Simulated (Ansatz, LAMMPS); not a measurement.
# Which site? F in place of O in amorphous TiO2 (84 atoms)

Aim: make F in place of O at several sites of amorphous TiO2 (84 atoms), relax each, and compare their energies.

Main program and level: Ansatz 0.2.0; Kohn-Sham DFT, LDA, PAW (set soft_1), plane waves; PAW set soft_1.

## (1) The system as given

The cell holds 84 atoms: 28 Ti and 56 O. Its edges and angles: a = 10.458 Å, b = 10.458 Å, c = 10.458 Å, α = 90.0°, β = 90.0°, γ = 90.0°. 84 atoms (28 Ti, 56 O) placed at random at 3.55 g/cm³, melted at 5000 K for 10 ps at fixed volume with the Morse and Coulomb pair potential with partial charges (Pedone, Malavasi, Menziani, Cormack and Segre, J. Phys. Chem. B 110, 11780 (2006)). Quenched from 5000 K to 300 K at 10 K/ps and fixed volume, held 10 ps at zero pressure.

What the set-up can't give: The quench rate of 10 K/ps far exceeds what a furnace or splat quench reaches, so expect more defects and frozen-in strain than in a real sample. The starting topology of bonds comes from the classical model, and needn't be the one that DFT or experiment would give. Sampling is at Γ alone, for a cell whose shortest periodic width is 10 Å.

## (2) Single point at the start

A single point comes first, to see the forces before anything moves.

input.yaml reads:

```yaml
crystal:
  lattice:
    - [10.45772, 0.0, 0.0]
    - [0.0, 10.45772, 0.0]
    - [0.0, 0.0, 10.45772]
  atoms:
    - { symbol: Ti, position: [0.18152, 0.85292, 0.36673] }
    - { symbol: Ti, position: [0.39905, 0.20333, 0.51853] }
    - { symbol: Ti, position: [0.39555, 0.06116, 0.20822] }
    - { symbol: Ti, position: [0.64907, 0.94877, 0.9627] }
    - { symbol: Ti, position: [0.80441, 0.26299, 0.24014] }
    - { symbol: Ti, position: [0.04387, 0.70808, 0.74034] }
    - { symbol: Ti, position: [0.07916, 0.5936, 0.17082] }
    - { symbol: Ti, position: [0.08079, 0.1255, 0.51742] }
    - { symbol: Ti, position: [0.88162, 0.41809, 0.80617] }
    - { symbol: Ti, position: [0.26162, 0.34792, 0.28988] }
    - { symbol: Ti, position: [0.1076, 0.91155, 0.98653] }
    - { symbol: Ti, position: [0.31999, 0.46015, 0.90966] }
    - { symbol: Ti, position: [0.27374, 0.50786, 0.57715] }
    - { symbol: Ti, position: [0.07898, 0.25581, 0.01686] }
    - { symbol: Ti, position: [0.47727, 0.64742, 0.36399] }
    - { symbol: Ti, position: [0.7806, 0.67964, 0.02213] }
    - { symbol: Ti, position: [0.61369, 0.25975, 0.85655] }
    - { symbol: Ti, position: [0.58186, 0.94824, 0.43837] }
    - { symbol: Ti, position: [0.9747, 0.43488, 0.47929] }
    - { symbol: Ti, position: [0.54543, 0.44532, 0.11794] }
    - { symbol: Ti, position: [0.31523, 0.13257, 0.88597] }
    - { symbol: Ti, position: [0.38918, 0.74198, 0.04976] }
    - { symbol: Ti, position: [0.86112, 0.73204, 0.47748] }
    - { symbol: Ti, position: [0.86521, 0.93491, 0.20774] }
    - { symbol: Ti, position: [0.78645, 0.04519, 0.67247] }
    - { symbol: Ti, position: [0.63144, 0.66415, 0.71595] }
    - { symbol: Ti, position: [0.33463, 0.84226, 0.67456] }
    - { symbol: Ti, position: [0.65859, 0.41488, 0.50228] }
    - { symbol: O, position: [0.71886, 0.97899, 0.53628] }
    - { symbol: O, position: [0.7424, 0.70292, 0.59184] }
    - { symbol: O, position: [0.9285, 0.30196, 0.12861] }
    - { symbol: O, position: [0.98989, 0.31024, 0.87602] }
    - { symbol: O, position: [0.36993, 0.07977, 0.04576] }
    - { symbol: O, position: [0.63935, 0.12105, 0.97924] }
    - { symbol: O, position: [0.58778, 0.52304, 0.39362] }
    - { symbol: O, position: [0.54631, 0.01074, 0.27612] }
    - { symbol: O, position: [0.10676, 0.51397, 0.56908] }
    - { symbol: O, position: [0.13435, 0.4822, 0.29158] }
    - { symbol: O, position: [0.07795, 0.99207, 0.39758] }
    - { symbol: O, position: [0.72619, 0.66783, 0.86104] }
    - { symbol: O, position: [0.2183, 0.7229, 0.73742] }
    - { symbol: O, position: [0.45731, 0.19333, 0.80084] }
    - { symbol: O, position: [0.95908, 0.57299, 0.80961] }
    - { symbol: O, position: [0.35268, 0.18586, 0.32793] }
    - { symbol: O, position: [0.2998, 0.93726, 0.26918] }
    - { symbol: O, position: [0.11894, 0.72684, 0.27193] }
    - { symbol: O, position: [0.49332, 0.76821, 0.70532] }
    - { symbol: O, position: [0.31152, 0.97647, 0.79278] }
    - { symbol: O, position: [0.45993, 0.03249, 0.52676] }
    - { symbol: O, position: [0.92798, 0.63019, 0.09874] }
    - { symbol: O, position: [0.02284, 0.83333, 0.85965] }
    - { symbol: O, position: [0.79519, 0.34643, 0.39144] }
    - { symbol: O, position: [0.86411, 0.41898, 0.62193] }
    - { symbol: O, position: [0.30805, 0.37336, 0.47079] }
    - { symbol: O, position: [0.90476, 0.57881, 0.40064] }
    - { symbol: O, position: [0.12654, 0.08416, 0.9595] }
    - { symbol: O, position: [0.82704, 0.08645, 0.24493] }
    - { symbol: O, position: [0.24762, 0.29967, 0.91655] }
    - { symbol: O, position: [0.24081, 0.81581, 0.02423] }
    - { symbol: O, position: [0.5503, 0.28078, 0.50622] }
    - { symbol: O, position: [0.36148, 0.61555, 0.48105] }
    - { symbol: O, position: [0.98487, 0.76024, 0.59052] }
    - { symbol: O, position: [0.65044, 0.58885, 0.09868] }
    - { symbol: O, position: [0.41863, 0.68798, 0.21037] }
    - { symbol: O, position: [0.1801, 0.25157, 0.15836] }
    - { symbol: O, position: [0.49867, 0.37641, 0.96375] }
    - { symbol: O, position: [0.52588, 0.83964, 0.00049] }
    - { symbol: O, position: [0.23895, 0.15276, 0.58417] }
    - { symbol: O, position: [0.61017, 0.5013, 0.64936] }
    - { symbol: O, position: [0.95622, 0.07094, 0.62357] }
    - { symbol: O, position: [0.2597, 0.84656, 0.52036] }
    - { symbol: O, position: [0.72155, 0.19945, 0.72562] }
    - { symbol: O, position: [0.397, 0.60295, 0.9567] }
    - { symbol: O, position: [0.39494, 0.42386, 0.20223] }
    - { symbol: O, position: [0.16487, 0.51792, 0.03452] }
    - { symbol: O, position: [0.85617, 0.82339, 0.3305] }
    - { symbol: O, position: [0.76994, 0.85481, 0.07198] }
    - { symbol: O, position: [0.73334, 0.95285, 0.80864] }
    - { symbol: O, position: [0.65104, 0.32719, 0.17754] }
    - { symbol: O, position: [0.31486, 0.46657, 0.73411] }
    - { symbol: O, position: [0.00365, 0.93156, 0.11316] }
    - { symbol: O, position: [0.56193, 0.78437, 0.40192] }
    - { symbol: O, position: [0.73618, 0.38381, 0.88281] }
    - { symbol: O, position: [0.04563, 0.27806, 0.45542] }
kpoints:
  mp_grid: { grid: [1, 1, 1] }
hamiltonian:
  xc: lda
  pseudopotentials: { kind: paw, azcp: { folder: soft_1 }, xc_functional: pbe }
scf:
  occupations: { method: fixed }
output:
  forces: true
```

On the command line:

```sh
$ ansatz run input.yaml --threads 4 --pin off --max-ram 8192MiB --backend cpu --events-out ev --progress --plain --runs-dir out
```

The log of the run:

```text
[...]
Pseudopotentials: kind: paw
Pseudopotential: Ti, paw, valence charge 12, recommended cutoff 420 eV (normal), soft_1/Ti.paw.azcp
Pseudopotential: O, paw, valence charge 6, recommended cutoff 420 eV (normal), soft_1/O.paw.azcp
[... 3 lines on functional and potentials left out ...]
Crystal: 84 atoms, lattice volume = 1143.697 Å³
Basis set: ecut = 420 eV, 22335 PW (Γ)
Bands: 420, of which v1, the nominal top of the filled ones, is band 336 counted from 1 (335 counted from 0)
Symmetry: 1 space group operations
Space group: P1 (ITA 1), of the structure as read, at distance tolerance 1.0e-4 Å
k-points: 1
[... 7 lines on functional and potentials left out ...]
Initial density: superposition of atomic densities (chi_scale 0.1, normalization cell, long waves kept (reshape's long-wave potential 0.07 eV rms))
Initial wavefunctions: pseudopotential atomic-orbital guess
[...]
SCF iter   1: F=—  HF=-99816.438700 eV  |F-HF|=—  |Δ(HF+E_count)|=         —  Δρ=5.69e-2  dr2=4.61e1  ethr=3.10e-3  ⟨swp⟩=3.0  Hψ=1140  notcnv=0  defer=77
preconditioner: auto → Resta (q_TF=auto, 2.497 Å⁻¹)  ε∞=6.9  [insulator: Δε(μ)=2.234 eV  Ē_g=9.598 eV  n_scr=304 (ndim 8)  ℏωp=23.2 eV  f_vac=0.024  ε∞_Penn≈6.9]
[...]
SCF iter  16: F=—  HF=-99802.080424 eV  |F-HF|=—  |Δ(HF+E_count)|=   2.32e-8  Δρ=2.76e-6  dr2=1.09e-7  ethr=8.56e-11  ⟨swp⟩=2.0  Hψ=515  notcnv=0  defer=78
SCF iter  17: F=-99802.080424 eV  HF=-99802.080424 eV  |F-HF|=1.63e-8  |Δ(HF+E_count)|=   2.33e-9  Δρ=1.67e-6  dr2=4.24e-8  ethr=1.49e-11  ⟨swp⟩=4.0  Hψ=1263  notcnv=0
SCF 1 converged in 17 iterations: F = -99802.080424 eV  dr2 = 4.24e-8
[...]
SCF converged after 17 iterations
Free energy (F): -99802.080424 eV
Harris-Foulkes:  -99802.080424 eV  (|F-HF|=1.63e-8)
Internal energy: -99802.080424 eV  (E = F + TS)
E sigma→0 (E₀):  -99802.080424 eV
Fermi energy:    4.749821 eV
--- Per-component energies (eV) ---
[...]
Σ components = -99802.080424   (vs F -99802.080424, Δ=0.00e0)
--- Forces (eV/Å), atoms counted from 1 ---
  atom   1  Ti     0.12404549     2.80390005     0.28777808
  atom   2  Ti    -2.02133329    -1.63356730    -1.57383597
  atom   3  Ti     0.13098447     0.16757810     2.80906723
  atom   4  Ti     1.75434471     1.39197261    -0.56112536
[...]
atom  84  O      0.02720492     0.09533603    -1.03254605
  max |Σ_I F_I| component: 9.98e-5 eV/Å
```

The job ended after 22 s (4 threads of Intel Xeon Platinum 8488C (Sapphire Rapids), shared host; peak memory 1.5 GiB; 58 s of CPU time).

Reading the cycles: dr2 is the Hartree energy of the density residual (eV), the measure of convergence; HF is the Harris–Foulkes estimate of the energy, which meets the free energy F at convergence.

The r.m.s. force at the start is 0.89 eV/Å.

## (3) Relaxation

The atoms are relaxed in the fixed cell, aiming at the force tolerance of the input.

input.yaml reads:

```yaml
crystal:
  lattice:
    - [10.45772, 0.0, 0.0]
    - [0.0, 10.45772, 0.0]
    - [0.0, 0.0, 10.45772]
  atoms:
    [... the 84 atom lines of step 2 ...]
kpoints:
  mp_grid: { grid: [1, 1, 1] }
hamiltonian:
  xc: lda
  pseudopotentials: { kind: paw, azcp: { folder: soft_1 }, xc_functional: pbe }
scf:
  occupations: { method: fixed }
output:
  forces: true
relax:
  f_tol: 0.05
  max_steps: 120
```

The log of the run:

```text
[...]
Crystal: 84 atoms, lattice volume = 1143.697 Å³
Basis set: ecut = 420 eV, 22335 PW (Γ)
Bands: 420, of which v1, the nominal top of the filled ones, is band 336 counted from 1 (335 counted from 0)
Symmetry: 1 space group operations
[...]
k-points: 1
[...]
SCF iter   1: F=—  HF=-99816.438700 eV  |F-HF|=—  |Δ(HF+E_count)|=         —  Δρ=5.69e-2  dr2=4.61e1  ethr=3.10e-3  ⟨swp⟩=3.0  Hψ=1140  notcnv=0  defer=77
[...]
SCF iter  12: F=-99802.080420 eV  HF=-99802.080423 eV  |F-HF|=3.03e-6  |Δ(HF+E_count)|=   3.24e-6  Δρ=2.67e-5  dr2=1.23e-5  ethr=9.30e-9  ⟨swp⟩=3.0  Hψ=1068  notcnv=0
SCF 1 converged in 12 iterations: F = -99802.080420 eV  dr2 = 1.23e-5
[...]
relax step   1: F+E_penalty+E_count = -99802.08041980 eV  Δ(F+E_penalty+E_count) = +0.000e0 eV  max|allowed force component| = 2.809e0 eV/Å  Δτ_max = 0.0000 Å  (12 SCF iters, dr2 threshold 6.25e-5 eV, accepted)
[...]
relax step   2: F+E_penalty+E_count = -99805.51769524 eV  Δ(F+E_penalty+E_count) = -3.437e0 eV  max|allowed force component| = 1.336e0 eV/Å  Δτ_max = 0.1859 Å  (8 SCF iters, dr2 threshold 1.00e-4 eV, accepted)
[...]
relax step   3: F+E_penalty+E_count = -99806.76830269 eV  Δ(F+E_penalty+E_count) = -1.251e0 eV  max|allowed force component| = 5.100e-1 eV/Å  Δτ_max = 0.2000 Å  (7 SCF iters, dr2 threshold 1.00e-4 eV, accepted)
relax step   4: F+E_penalty+E_count = -99807.07145795 eV  Δ(F+E_penalty+E_count) = -3.032e-1 eV  max|allowed force component| = 1.860e-1 eV/Å  Δτ_max = 0.2000 Å  (8 SCF iters, dr2 threshold 3.79e-5 eV, accepted)
relax step   5: F+E_penalty+E_count = -99807.19105162 eV  Δ(F+E_penalty+E_count) = -1.196e-1 eV  max|allowed force component| = 1.729e-1 eV/Å  Δτ_max = 0.2000 Å  (9 SCF iters, dr2 threshold 4.61e-6 eV, accepted)
relax step   6: F+E_penalty+E_count = -99807.21031977 eV  Δ(F+E_penalty+E_count) = -1.927e-2 eV  max|allowed force component| = 1.964e-1 eV/Å  Δτ_max = 0.0889 Å  (9 SCF iters, dr2 threshold 3.98e-6 eV, accepted)
relax step   7: F+E_penalty+E_count = -99807.29006423 eV  Δ(F+E_penalty+E_count) = -7.974e-2 eV  max|allowed force component| = 3.470e-1 eV/Å  Δτ_max = 0.2000 Å  (8 SCF iters, dr2 threshold 3.33e-5 eV, accepted)
relax step   8: F+E_penalty+E_count = -99807.38390879 eV  Δ(F+E_penalty+E_count) = -9.384e-2 eV  max|allowed force component| = 3.878e-1 eV/Å  Δτ_max = 0.1939 Å  (7 SCF iters, dr2 threshold 1.00e-4 eV, accepted)
relax step   9: F+E_penalty+E_count = -99807.36833595 eV  Δ(F+E_penalty+E_count) = +1.557e-2 eV  max|allowed force component| = 6.683e-1 eV/Å  Δτ_max = 0.1988 Å  (7 SCF iters, dr2 threshold 1.00e-4 eV, rejected (line search))
relax step  10: F+E_penalty+E_count = -99807.50095535 eV  Δ(F+E_penalty+E_count) = -1.170e-1 eV  max|allowed force component| = 2.096e-1 eV/Å  Δτ_max = 0.0994 Å  (11 SCF iters, accepted)
relax step  11: F+E_penalty+E_count = -99807.58535127 eV  Δ(F+E_penalty+E_count) = -8.440e-2 eV  max|allowed force component| = 2.145e-1 eV/Å  Δτ_max = 0.0974 Å  (8 SCF iters, dr2 threshold 1.28e-5 eV, accepted)
relax step  12: F+E_penalty+E_count = -99807.68723523 eV  Δ(F+E_penalty+E_count) = -1.019e-1 eV  max|allowed force component| = 2.429e-1 eV/Å  Δτ_max = 0.1462 Å  (8 SCF iters, dr2 threshold 1.34e-5 eV, accepted)
relax step  13: F+E_penalty+E_count = -99807.68171354 eV  Δ(F+E_penalty+E_count) = +5.522e-3 eV  max|allowed force component| = 1.005e0 eV/Å  Δτ_max = 0.1944 Å  (8 SCF iters, dr2 threshold 5.90e-5 eV, rejected (line search))
relax step  14: F+E_penalty+E_count = -99807.81124287 eV  Δ(F+E_penalty+E_count) = -1.240e-1 eV  max|allowed force component| = 1.655e-1 eV/Å  Δτ_max = 0.0972 Å  (11 SCF iters, accepted)
relax step  15: F+E_penalty+E_count = -99807.85602917 eV  Δ(F+E_penalty+E_count) = -4.479e-2 eV  max|allowed force component| = 4.217e-1 eV/Å  Δτ_max = 0.0975 Å  (8 SCF iters, dr2 threshold 1.27e-5 eV, accepted)
relax step  16: F+E_penalty+E_count = -99807.88337416 eV  Δ(F+E_penalty+E_count) = -2.734e-2 eV  max|allowed force component| = 2.476e-1 eV/Å  Δτ_max = 0.1500 Å  (7 SCF iters, dr2 threshold 8.25e-5 eV, accepted)
relax step  17: F+E_penalty+E_count = -99807.93290808 eV  Δ(F+E_penalty+E_count) = -4.953e-2 eV  max|allowed force component| = 3.166e-1 eV/Å  Δτ_max = 0.2000 Å  (8 SCF iters, dr2 threshold 2.12e-5 eV, accepted)
relax step  18: F+E_penalty+E_count = -99807.98056457 eV  Δ(F+E_penalty+E_count) = -4.766e-2 eV  max|allowed force component| = 3.533e-1 eV/Å  Δτ_max = 0.1540 Å  (7 SCF iters, dr2 threshold 3.46e-5 eV, accepted)
relax step  19: F+E_penalty+E_count = -99807.97521581 eV  Δ(F+E_penalty+E_count) = +5.349e-3 eV  max|allowed force component| = 5.475e-1 eV/Å  Δτ_max = 0.1673 Å  (7 SCF iters, dr2 threshold 1.00e-4 eV, rejected (line search))
relax step  20: F+E_penalty+E_count = -99808.06069996 eV  Δ(F+E_penalty+E_count) = -8.014e-2 eV  max|allowed force component| = 1.320e-1 eV/Å  Δτ_max = 0.0837 Å  (11 SCF iters, accepted)
relax step  21: F+E_penalty+E_count = -99808.09627761 eV  Δ(F+E_penalty+E_count) = -3.558e-2 eV  max|allowed force component| = 9.663e-2 eV/Å  Δτ_max = 0.1000 Å  (11 SCF iters, accepted)
relax step  22: F+E_penalty+E_count = -99808.09644464 eV  Δ(F+E_penalty+E_count) = -1.670e-4 eV  max|allowed force component| = 1.604e-1 eV/Å  Δτ_max = 0.0942 Å  (11 SCF iters, accepted)
relax step  23: F+E_penalty+E_count = -99808.11255043 eV  Δ(F+E_penalty+E_count) = -1.611e-2 eV  max|allowed force component| = 1.956e-1 eV/Å  Δτ_max = 0.2000 Å  (9 SCF iters, dr2 threshold 1.38e-5 eV, accepted)
relax step  24: F+E_penalty+E_count = -99808.12999090 eV  Δ(F+E_penalty+E_count) = -1.744e-2 eV  max|allowed force component| = 1.967e-1 eV/Å  Δτ_max = 0.0576 Å  (6 SCF iters, dr2 threshold 3.82e-5 eV, accepted)
relax step  25: F+E_penalty+E_count = -99808.16638966 eV  Δ(F+E_penalty+E_count) = -3.640e-2 eV  max|allowed force component| = 2.398e-1 eV/Å  Δτ_max = 0.2000 Å  (8 SCF iters, dr2 threshold 3.87e-5 eV, accepted)
relax step  26: F+E_penalty+E_count = -99808.17654505 eV  Δ(F+E_penalty+E_count) = -1.016e-2 eV  max|allowed force component| = 2.643e-1 eV/Å  Δτ_max = 0.1671 Å  (7 SCF iters, dr2 threshold 5.75e-5 eV, accepted)
relax step  27: F+E_penalty+E_count = -99808.25908290 eV  Δ(F+E_penalty+E_count) = -8.254e-2 eV  max|allowed force component| = 2.437e-1 eV/Å  Δτ_max = 0.2000 Å  (7 SCF iters, dr2 threshold 6.99e-5 eV, accepted)
relax step  28: F+E_penalty+E_count = -99808.33156208 eV  Δ(F+E_penalty+E_count) = -7.248e-2 eV  max|allowed force component| = 1.999e-1 eV/Å  Δτ_max = 0.1943 Å  (7 SCF iters, dr2 threshold 5.05e-5 eV, accepted)
relax step  29: F+E_penalty+E_count = -99808.46343444 eV  Δ(F+E_penalty+E_count) = -1.319e-1 eV  max|allowed force component| = 2.815e-1 eV/Å  Δτ_max = 0.2000 Å  (8 SCF iters, dr2 threshold 2.69e-5 eV, accepted)
relax step  30: F+E_penalty+E_count = -99808.56915447 eV  Δ(F+E_penalty+E_count) = -1.057e-1 eV  max|allowed force component| = 4.293e-1 eV/Å  Δτ_max = 0.1912 Å  (8 SCF iters, dr2 threshold 5.33e-5 eV, accepted)
relax step  31: F+E_penalty+E_count = -99808.64865782 eV  Δ(F+E_penalty+E_count) = -7.950e-2 eV  max|allowed force component| = 3.758e-1 eV/Å  Δτ_max = 0.1999 Å  (7 SCF iters, dr2 threshold 1.00e-4 eV, accepted)
relax step  32: F+E_penalty+E_count = -99808.75325257 eV  Δ(F+E_penalty+E_count) = -1.046e-1 eV  max|allowed force component| = 1.518e-1 eV/Å  Δτ_max = 0.2000 Å  (7 SCF iters, dr2 threshold 1.00e-4 eV, accepted)
relax step  33: F+E_penalty+E_count = -99808.82030921 eV  Δ(F+E_penalty+E_count) = -6.706e-2 eV  max|allowed force component| = 3.827e-1 eV/Å  Δτ_max = 0.1943 Å  (9 SCF iters, dr2 threshold 3.76e-6 eV, accepted)
relax step  34: F+E_penalty+E_count = -99808.90400940 eV  Δ(F+E_penalty+E_count) = -8.370e-2 eV  max|allowed force component| = 4.124e-1 eV/Å  Δτ_max = 0.1943 Å  (8 SCF iters, dr2 threshold 2.39e-5 eV, accepted)
relax step  35: F+E_penalty+E_count = -99809.00193205 eV  Δ(F+E_penalty+E_count) = -9.792e-2 eV  max|allowed force component| = 4.063e-1 eV/Å  Δτ_max = 0.1950 Å  (7 SCF iters, dr2 threshold 1.00e-4 eV, accepted)
relax step  36: F+E_penalty+E_count = -99809.01604375 eV  Δ(F+E_penalty+E_count) = -1.411e-2 eV  max|allowed force component| = 5.444e-1 eV/Å  Δτ_max = 0.1962 Å  (7 SCF iters, dr2 threshold 1.00e-4 eV, accepted)
relax step  37: F+E_penalty+E_count = -99809.04372935 eV  Δ(F+E_penalty+E_count) = -2.769e-2 eV  max|allowed force component| = 5.280e-1 eV/Å  Δτ_max = 0.2000 Å  (7 SCF iters, dr2 threshold 1.00e-4 eV, accepted)
relax step  38: F+E_penalty+E_count = -99809.09292173 eV  Δ(F+E_penalty+E_count) = -4.919e-2 eV  max|allowed force component| = 3.290e-1 eV/Å  Δτ_max = 0.1470 Å  (7 SCF iters, dr2 threshold 1.00e-4 eV, accepted)
relax step  39: F+E_penalty+E_count = -99809.10943714 eV  Δ(F+E_penalty+E_count) = -1.652e-2 eV  max|allowed force component| = 1.066e-1 eV/Å  Δτ_max = 0.0615 Å  (7 SCF iters, dr2 threshold 4.20e-5 eV, accepted)
relax step  40: F+E_penalty+E_count = -99809.07820839 eV  Δ(F+E_penalty+E_count) = +3.123e-2 eV  max|allowed force component| = 2.012e-1 eV/Å  Δτ_max = 0.2000 Å  (13 SCF iters, rejected (line search))
relax step  41: F+E_penalty+E_count = -99809.11612078 eV  Δ(F+E_penalty+E_count) = -6.684e-3 eV  max|allowed force component| = 6.557e-2 eV/Å  Δτ_max = 0.0407 Å  (13 SCF iters, accepted)
relax step  42: F+E_penalty+E_count = -99809.11315609 eV  Δ(F+E_penalty+E_count) = +2.965e-3 eV  max|allowed force component| = 9.695e-2 eV/Å  Δτ_max = 0.1000 Å  (11 SCF iters, rejected (line search))
[...]
relax step  43: F+E_penalty+E_count = -99809.11740924 eV  Δ(F+E_penalty+E_count) = -1.288e-3 eV  max|allowed force component| = 4.684e-2 eV/Å  Δτ_max = 0.0424 Å  (10 SCF iters, accepted)
SCF converged after 10 iterations
Free energy (F): -99809.117409 eV
[...]
Internal energy: -99809.117409 eV  (E = F + TS)
E sigma→0 (E₀):  -99809.117409 eV
Fermi energy:    4.693995 eV
[...]
--- Forces (eV/Å), atoms counted from 1 ---
  atom   1  Ti    -0.01294547     0.01670636    -0.03184014
  atom   2  Ti     0.00009588     0.00526041    -0.00392507
  atom   3  Ti    -0.00646332    -0.01420335     0.00544280
  atom   4  Ti    -0.02647321    -0.00784200     0.00947088
  atom   5  Ti     0.00672253    -0.00251022     0.01428317
  atom   6  Ti     0.00787228    -0.01386469    -0.00449327
  atom   7  Ti    -0.01214966    -0.00743382     0.03153640
  atom   8  Ti    -0.04170559     0.00254087    -0.00416681
  atom   9  Ti     0.01084603    -0.00789011     0.01419766
  atom  10  Ti    -0.02371095    -0.00426107     0.00252416
  atom  11  Ti     0.00146603     0.03975154    -0.00498065
  atom  12  Ti     0.00653319    -0.00963105     0.00669077
  atom  13  Ti    -0.00336398    -0.01539065    -0.02007035
  atom  14  Ti     0.00297825    -0.01997351    -0.00185640
[...]
atom  83  O      0.00043158     0.00395459    -0.00700815
  atom  84  O      0.00402896     0.00253114    -0.00263069
  max |Σ_I F_I| component: 1.09e-4 eV/Å
--- Relaxed structure (43 steps of the walk, 38 accepted, 0 SCFs on fresh bases) ---
  F+E_penalty+E_count = -99809.11740924 eV   max|allowed force component| = 4.684e-2 eV/Å
  atoms:
    - { symbol: Ti, position: [0.178466, 0.885005, 0.377790] }
    - { symbol: Ti, position: [0.371406, 0.205374, 0.548953] }
    - { symbol: Ti, position: [0.354595, 0.107334, 0.215343] }
    - { symbol: Ti, position: [0.653156, 0.884753, 0.917591] }
[...]
- { symbol: O, position: [0.042338, 0.285848, 0.460625] }
```

It took 5.4 min on 4 threads; peak memory 1.5 GiB.

The relaxation converged after 43 steps, 7.04 eV below its start, with a largest force component of 0.047 eV/Å.

(Part 1 of 2 ends here.)

[Long decimals in the printed logs are rounded to 6 places.]

[Logs are printed without paths, hosts, clocks, repeated set-up lines and the standing remarks that a program may print on its own settings, such as how far it seeks lower states.]

[Hosts, paths, dates, database ids (printed as entryN), source tags and the programs' standing remarks are cut or masked in the printed files.]
